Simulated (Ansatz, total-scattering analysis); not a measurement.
# Isotope substitution on Ga in amorphous 38In2O3-62Ga2O3 (mol %)

Two samples of amorphous 38In2O3-62Ga2O3 (mol %) (Ga 24.6, In 15.4, O 60.0 atom %; 300 K, fixed volume (mean pressure -0.4 GPa); ρ₀ = 0.0769 Å⁻³) differ only in the isotope of Ga: 69Ga (b = 8.043 fm) and 71Ga (b = 6.17 fm). Other lengths: In 4.065, O 5.8037 fm. The data are simulated by ab initio molecular dynamics with Ansatz (PBE, plane waves, PAW set soft_1, Langevin thermostat, no spin, fixed volume). The average runs over 1.70 ps of 65 atoms, so shells between rare elements are rough. Mean temperature 309 K, largest m.s.d. 0.05 Å², energy drift -4 meV an atom (last third less first, no steady trend), Langevin friction 2 ps⁻¹; the first quarter of the run is discarded. Preparation: atoms packed at random with minimum distances, then 1.8 ps at 2600 K, 1.7 ps at 1610 K and 1.8 ps at 860 K with a cheaper basis and a friction of 10 ps⁻¹ (mean temperature of the first stage 2529 K), too short to forget the start in full. So short a stretch relaxes bonds and nearest shells but still remembers its start. It is rigid on the time of the run. A cell quenched within picoseconds keeps more over- and under-coordinated atoms than a real glass or film, so this is a model of such a quench. The partials come from the cell's reciprocal vectors below 4 Å⁻¹ and from g(r) above; absorption, incoherent and inelastic scattering are left out. F(Q) = Σ ci cj bi bj (Sij − 1), in barn per steradian and atom:

| Q (Å⁻¹) | 69Ga | 71Ga | difference |
| --- | --- | --- | --- |
| 0.9 | -0.308 | -0.273 | -0.036 |
| 1.2 | -0.294 | -0.263 | -0.032 |
| 1.5 | -0.257 | -0.227 | -0.031 |
| 1.8 | -0.192 | -0.179 | -0.013 |
| 2.1 | -0.101 | -0.114 | 0.013 |
| 2.4 | -0.029 | -0.007 | -0.023 |
| 2.7 | -0.033 | 0.006 | -0.039 |
| 3.0 | -0.079 | -0.051 | -0.028 |
| 3.3 | -0.052 | -0.041 | -0.011 |
| 3.6 | 0.010 | 0.003 | 0.006 |
| 3.9 | 0.108 | 0.079 | 0.028 |
| 4.2 | 0.164 | 0.124 | 0.040 |
| 4.5 | 0.135 | 0.105 | 0.030 |
| 4.8 | 0.034 | 0.031 | 0.004 |
| 5.1 | -0.076 | -0.057 | -0.020 |
| 5.4 | -0.132 | -0.107 | -0.025 |
| 5.7 | -0.114 | -0.096 | -0.018 |
| 6.0 | -0.051 | -0.042 | -0.009 |
| 6.3 | 0.013 | 0.015 | -0.002 |
| 6.6 | 0.049 | 0.045 | 0.004 |
| 6.9 | 0.054 | 0.045 | 0.008 |
| 7.2 | 0.043 | 0.033 | 0.009 |
| 7.5 | 0.033 | 0.024 | 0.009 |
| 7.8 | 0.022 | 0.013 | 0.009 |
| 8.1 | -0.002 | -0.006 | 0.004 |
| 8.4 | -0.029 | -0.025 | -0.004 |
| 8.7 | -0.038 | -0.029 | -0.010 |
| 9.0 | -0.031 | -0.020 | -0.010 |
| 9.3 | -0.019 | -0.011 | -0.008 |
| 9.6 | -0.008 | -0.003 | -0.005 |
| 9.9 | 0.006 | 0.006 | 0.000 |
| 10.2 | 0.021 | 0.015 | 0.006 |
| 10.5 | 0.029 | 0.019 | 0.009 |
| 10.8 | 0.023 | 0.015 | 0.008 |

The first difference in real space, ΔG(r), in barn (from the pair functions, so without the broadening of a finite Q range):

first difference G(r), r (Å) and value: 1.22 -0.053, 1.30 -0.053, 1.38 -0.053, 1.46 -0.053, 1.54 -0.053, 1.62 -0.053, 1.70 -0.053, 1.78 0.000, 1.86 0.248, 1.94 0.226, 2.02 0.056, 2.10 -0.010, 2.18 -0.031, 2.26 -0.044, 2.34 -0.046, 2.42 -0.047, 2.50 -0.049, 2.58 -0.049, 2.66 -0.046, 2.74 -0.038, 2.82 -0.023, 2.90 -0.023, 2.98 -0.022, 3.06 0.004, 3.14 0.036, 3.22 0.039, 3.30 0.033, 3.38 0.022, 3.46 0.010, 3.54 0.016, 3.62 0.019, 3.70 0.012, 3.78 0.003, 3.86 -0.006, 3.94 -0.010, 4.02 -0.002, 4.10 0.000, 4.18 0.006, 4.26 0.007, 4.34 0.006, 4.42 0.000

Q: What does the difference say of the neighbours of Ga?

Pairs without Ga cancel. ΔG(r) = Σ W [g(r) − 1] with W = 2 c(Ga) c(j) b(j) Δb, and c(Ga)² (b₁² − b₂²) for Ga–Ga: Ga–Ga 0.0161, Ga–In 0.0058, Ga–O 0.0321 barn. At small r, ΔG → −ΣW = -0.054; in this finite cell the Ga–Ga term carries (N − 1)/N with N = 16 atoms of Ga, which gives -0.053.

The first feature, at 1.89 Å, is Ga–O. n = 4πρ₀ c(O)/W ∫ r² [ΔG − ΔG(0)] dr up to 2.56 Å gives 4.6 O around each Ga; the coordinates give 4.57 up to 2.56 Å.

Shells of Ga from the coordinates: Ga–O at 1.89 Å, 4.6 neighbours to 2.56 Å; Ga–Ga at 3.16 Å, 5.2 neighbours to 3.90 Å, a soft count; Ga–In at 3.57 Å, 3.9 neighbours to 4.16 Å (first peaks with a usable minimum only).
